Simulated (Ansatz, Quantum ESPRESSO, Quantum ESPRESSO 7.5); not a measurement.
# Complex bands of SiC, zinc blende type, lattice constant set to 4.207 Å

Wanted: the complex band structure of SiC, zinc blende type, lattice constant set to 4.207 Å, as for a tunnel barrier.

Program: Quantum ESPRESSO 7.5. Level of theory: plane-wave DFT, LDA, PseudoDojo norm-conserving pseudopotentials (cross-check by Ansatz 0.2.0 with PAW datasets). Results are calculated unless marked as measured.

## (1) The starting structure

The structure is cubic, space group F-43m (No. 216). Conventional cell: a = 4.207 Å, b = 4.207 Å, c = 4.207 Å, α = 90.00°, β = 90.00°, γ = 90.00°. Si has 4 C at 1.82 Å nearest. Nearest to C lie 4 Si at 1.82 Å. Farther neighbours are not listed.

## (2) Self-consistent run

pwcond needs a cell whose third axis lies along the current and stands perpendicular to the other two.

Input file scf.in:

```
&control
  prefix = 'scf'
  outdir = './out'
  pseudo_dir = './pseudo'
  calculation = 'scf'
  tprnfor = .true.
/
&system
  ibrav = 0
  nat = 4
  ntyp = 2
  ecutwfc = 74
  ecutrho = 296
  occupations = 'fixed'
  nbnd = 12
/
&electrons
  conv_thr = 1e-09
  mixing_beta = 0.6
  electron_maxstep = 120
/
ATOMIC_SPECIES
  Si  28.0850  Si.dojo-sr-lda-0.4.1-standard.upf
  C   12.0110  C.dojo-sr-lda-0.4.1-standard.upf
CELL_PARAMETERS angstrom
  2.97479822845181 0.00000000000000 0.00000000000000
  0.00000000000000 2.97479822845181 0.00000000000000
  0.00000000000000 0.00000000000000 4.20700000000000
ATOMIC_POSITIONS crystal
  Si  0.000000000000 0.000000000000 0.000000000000
  C   0.500000000000 0.000000000000 0.250000000000
  Si  0.500000000000 0.500000000000 0.500000000000
  C   0.000000000000 0.500000000000 0.750000000000
K_POINTS automatic
  8 8 6 0 0 0
```

Command:

```
$ OMP_NUM_THREADS=1 mpirun -n 2 pw.x -nk 2 -in scf.in > scf.out
```

What it wrote:

```text
Program PWSCF v.7.5 starts
[citation notice left out]

     Parallel version (MPI & OpenMP), running on       2 processor cores
     Number of MPI processes:                 2
     Threads/MPI process:                     1

     MPI processes distributed on     1 nodes
[...]
Current dimensions of program PWSCF are:
     Max number of different atomic species (ntypx) = 10
     Max number of k-points (npk) =  40000
     Max angular momentum in pseudopotentials (lmaxx) =  4
     Found identity + ( -0.5000 -0.5000 -0.5000) symmetry
     This is a supercell, fractional translations are disabled
     Message from routine setup:
     using ibrav=0 with symmetry is DISCOURAGED, use correct ibrav instead

     K-points division:     npool     =       2
     Subspace diagonalization in iterative solution of the eigenvalue problem:
     a serial algorithm will be used

     G-vector sticks info
     --------------------
     sticks:   dense  smooth     PW     G-vecs:    dense   smooth      PW
     Sum         749     749    225                21615    21615    3609

     Using Slab Decomposition

     bravais-lattice index     =            0
     lattice parameter (alat)  =       5.6216  a.u.
     unit-cell volume          =     251.2373 (a.u.)^3
     number of atoms/cell      =            4
     number of atomic types    =            2
     number of electrons       =        16.00
     number of Kohn-Sham states=           12
     kinetic-energy cutoff     =      74.0000  Ry
     charge density cutoff     =     296.0000  Ry
     scf convergence threshold =      1.0E-09
     mixing beta               =       0.6000
     number of iterations used =            8  plain     mixing
     Exchange-correlation= SLA  PW   NOGX NOGC
                           (   1   4   0   0   0   0   0)

     celldm(1)=   5.621554  celldm(2)=   0.000000  celldm(3)=   0.000000
     celldm(4)=   0.000000  celldm(5)=   0.000000  celldm(6)=   0.000000

     crystal axes: (cart. coord. in units of alat)
               a(1) = (   1.000000   0.000000   0.000000 )
               a(2) = (   0.000000   1.000000   0.000000 )
               a(3) = (   0.000000   0.000000   1.414214 )

     reciprocal axes: (cart. coord. in units 2 pi/alat)
               b(1) = (  1.000000  0.000000  0.000000 )
               b(2) = (  0.000000  1.000000  0.000000 )
               b(3) = (  0.000000  0.000000  0.707107 )

     PseudoPot. # 1 for Si read from file:
     ./pseudo/Si.dojo-sr-lda-0.4.1-standard.upf
     Pseudo is Norm-conserving + core correction, Zval =  4.0
     Generated using ONCVPSP code by D. R. Hamann
     Using radial grid of 1510 points,  6 beta functions with:
                l(1) =   0
                l(2) =   0
                l(3) =   1
                l(4) =   1
                l(5) =   2
                l(6) =   2

     PseudoPot. # 2 for C  read from file:
     ./pseudo/C.dojo-sr-lda-0.4.1-standard.upf
     Pseudo is Norm-conserving + core correction, Zval =  4.0
     Generated using ONCVPSP code by D. R. Hamann
     Using radial grid of 1234 points,  4 beta functions with:
                l(1) =   0
                l(2) =   0
                l(3) =   1
                l(4) =   1

     atomic species   valence    mass     pseudopotential
     Si                4.00    28.08500     Si( 1.00)
     C                 4.00    12.01100     C ( 1.00)

      8 Sym. Ops. (no inversion) found

   Cartesian axes

     site n.     atom                  positions (alat units)
         1        Si     tau(   1) = (   0.0000000   0.0000000   0.0000000  )
         2        C      tau(   2) = (   0.5000000   0.0000000   0.3535534  )
         3        Si     tau(   3) = (   0.5000000   0.5000000   0.7071068  )
         4        C      tau(   4) = (   0.0000000   0.5000000   1.0606602  )

     number of k points=    60
                       cart. coord. in units 2pi/alat
        k(    1) = (   0.0000000   0.0000000   0.0000000), wk =   0.0052083
        k(    2) = (   0.0000000   0.0000000   0.1178511), wk =   0.0104167
        k(    3) = (   0.0000000   0.0000000   0.2357023), wk =   0.0104167
        k(    4) = (   0.0000000   0.0000000  -0.3535534), wk =   0.0052083
        k(    5) = (   0.0000000   0.1250000   0.0000000), wk =   0.0208333
        k(    6) = (   0.0000000   0.1250000   0.1178511), wk =   0.0416667
        k(    7) = (   0.0000000   0.1250000   0.2357023), wk =   0.0416667
        k(    8) = (   0.0000000   0.1250000  -0.3535534), wk =   0.0208333
        k(    9) = (   0.0000000   0.2500000   0.0000000), wk =   0.0208333
        k(   10) = (   0.0000000   0.2500000   0.1178511), wk =   0.0416667
[...]
k(   60) = (  -0.5000000  -0.5000000  -0.3535534), wk =   0.0052083

     Dense  grid:    21615 G-vectors     FFT dimensions: (  32,  32,  45)

     Estimated max dynamical RAM per process >      35.06 MB

     Estimated total dynamical RAM >      64.85 MB

     Initial potential from superposition of free atoms

     starting charge      15.9988, renormalised to      16.0000
     Starting wfcs are   16 randomized atomic wfcs

     total cpu time spent up to now is        1.3 secs

     per-process dynamical memory:    30.8 Mb

     Self-consistent Calculation

     iteration #  1     ecut=    74.00 Ry     beta= 0.60
     Davidson diagonalization with overlap
     ethr =  1.00E-02,  avg # of iterations =  3.9

     total cpu time spent up to now is        4.0 secs

     total energy              =     -40.94900066 Ry
     estimated scf accuracy    <       0.99612436 Ry

     iteration #  2     ecut=    74.00 Ry     beta= 0.60
[...]
total energy              =     -41.23749665 Ry
     estimated scf accuracy    <       0.11510348 Ry

     iteration #  3     ecut=    74.00 Ry     beta= 0.60
[...]
total energy              =     -41.24837725 Ry
     estimated scf accuracy    <       0.00654354 Ry

     iteration #  4     ecut=    74.00 Ry     beta= 0.60
[...]
total energy              =     -41.25059469 Ry
     estimated scf accuracy    <       0.00461966 Ry

     iteration #  5     ecut=    74.00 Ry     beta= 0.60
[...]
total energy              =     -41.25143017 Ry
     estimated scf accuracy    <       0.00001027 Ry

     iteration #  6     ecut=    74.00 Ry     beta= 0.60
[...]
c_bands:  2 eigenvalues not converged
     c_bands:  1 eigenvalues not converged
[...]
total energy              =     -41.25146534 Ry
     estimated scf accuracy    <       0.00000563 Ry

     iteration #  7     ecut=    74.00 Ry     beta= 0.60
[...]
total energy              =     -41.25146560 Ry
     estimated scf accuracy    <       0.00000055 Ry

     iteration #  8     ecut=    74.00 Ry     beta= 0.60
[...]
total energy              =     -41.25146582 Ry
     estimated scf accuracy    <       0.00000001 Ry

     iteration #  9     ecut=    74.00 Ry     beta= 0.60
[...]
total energy              =     -41.25146582 Ry
     estimated scf accuracy    <          5.0E-09 Ry

     iteration # 10     ecut=    74.00 Ry     beta= 0.60
[...]
End of self-consistent calculation

          k = 0.0000 0.0000 0.0000 (  2725 PWs)   bands (ev):

    -5.5518   0.0665   2.4450   7.2210   7.2210  10.6266  10.6267  10.6267
    11.8637  15.2195  18.1781  18.5901

          k = 0.0000 0.0000 0.1179 (  2706 PWs)   bands (ev):

    -5.3548  -0.9953   3.6463   7.3788   7.3788  10.1218  10.2645  10.2645
    12.2251  15.4455  17.9479  18.7363

          k = 0.0000 0.0000 0.2357 (  2698 PWs)   bands (ev):

    -4.7686  -2.5156   5.5342   7.8402   7.8402   8.9063   9.4446   9.4446
    13.3027  16.1370  16.6602  18.8310

          k = 0.0000 0.0000-0.3536 (  2710 PWs)   bands (ev):

    -3.8096  -3.8096   7.3359   7.3359   8.5623   8.5623   8.5623   8.5623
    14.9470  14.9470  17.3487  17.3487

          k = 0.0000 0.1250 0.0000 (  2687 PWs)   bands (ev):

    -5.3303   0.1342   2.6319   6.0446   7.3870   9.7212  10.1940  10.6109
    12.6758  16.2802  18.2642  18.6980

          k = 0.0000 0.1250 0.1179 (  2708 PWs)   bands (ev):

    -5.1347  -0.8514   3.6404   6.3592   7.5406   8.8209  10.2829  10.4306
    13.0005  16.4870  18.0091  18.9045

[...]
highest occupied, lowest unoccupied level (ev):    10.6267   11.8637

!    total energy              =     -41.25146582 Ry
     estimated scf accuracy    <          4.5E-10 Ry

     The total energy is the sum of the following terms:
     one-electron contribution =      13.08579116 Ry
     hartree contribution      =       4.47367117 Ry
     xc contribution           =     -15.44593435 Ry
     ewald contribution        =     -43.36499381 Ry

     convergence has been achieved in  10 iterations

     Forces acting on atoms (cartesian axes, Ry/au):

     atom    1 type  1   force =     0.00000000    0.00000000    0.00000000
     atom    2 type  2   force =     0.00000000    0.00000000   -0.00000020
     atom    3 type  1   force =     0.00000000    0.00000000    0.00000000
     atom    4 type  2   force =     0.00000000    0.00000000    0.00000020

     Total force =     0.000000     Total SCF correction =     0.000001
     SCF correction compared to forces is large: reduce conv_thr to get better values

[...]
=------------------------------------------------------------------------------=
   JOB DONE.
=------------------------------------------------------------------------------=
```

Elapsed: 24 s, on 2 MPI ranks of Arm Neoverse N1, shared host; peak memory 0.14 GiB; 47 s of CPU time.

Read from the output:

* free energy: -561.2548 eV
* valence top, on the run's zero: 10.63 eV
* conduction bottom, on the run's zero: 11.86 eV
* gap by band count: 1.237 eV

The run needed 10 iterations to bring the estimated error under 1e-09 Ry.

(Continued in part 2 of 4.)

[Logs are printed without paths, hosts, clocks, repeated set-up lines and the standing remarks that a program may print on its own settings, such as how far it seeks lower states.]

[Hosts, paths, dates, database ids (printed as entryN), source tags and the programs' standing remarks are cut or masked in the printed files.]

[Maps of the electrostatic potential energy from Ansatz leave out the sawtooth potential of an applied field or a dipole correction, so their vacuum need not be flat; planar profiles and work functions include it.]
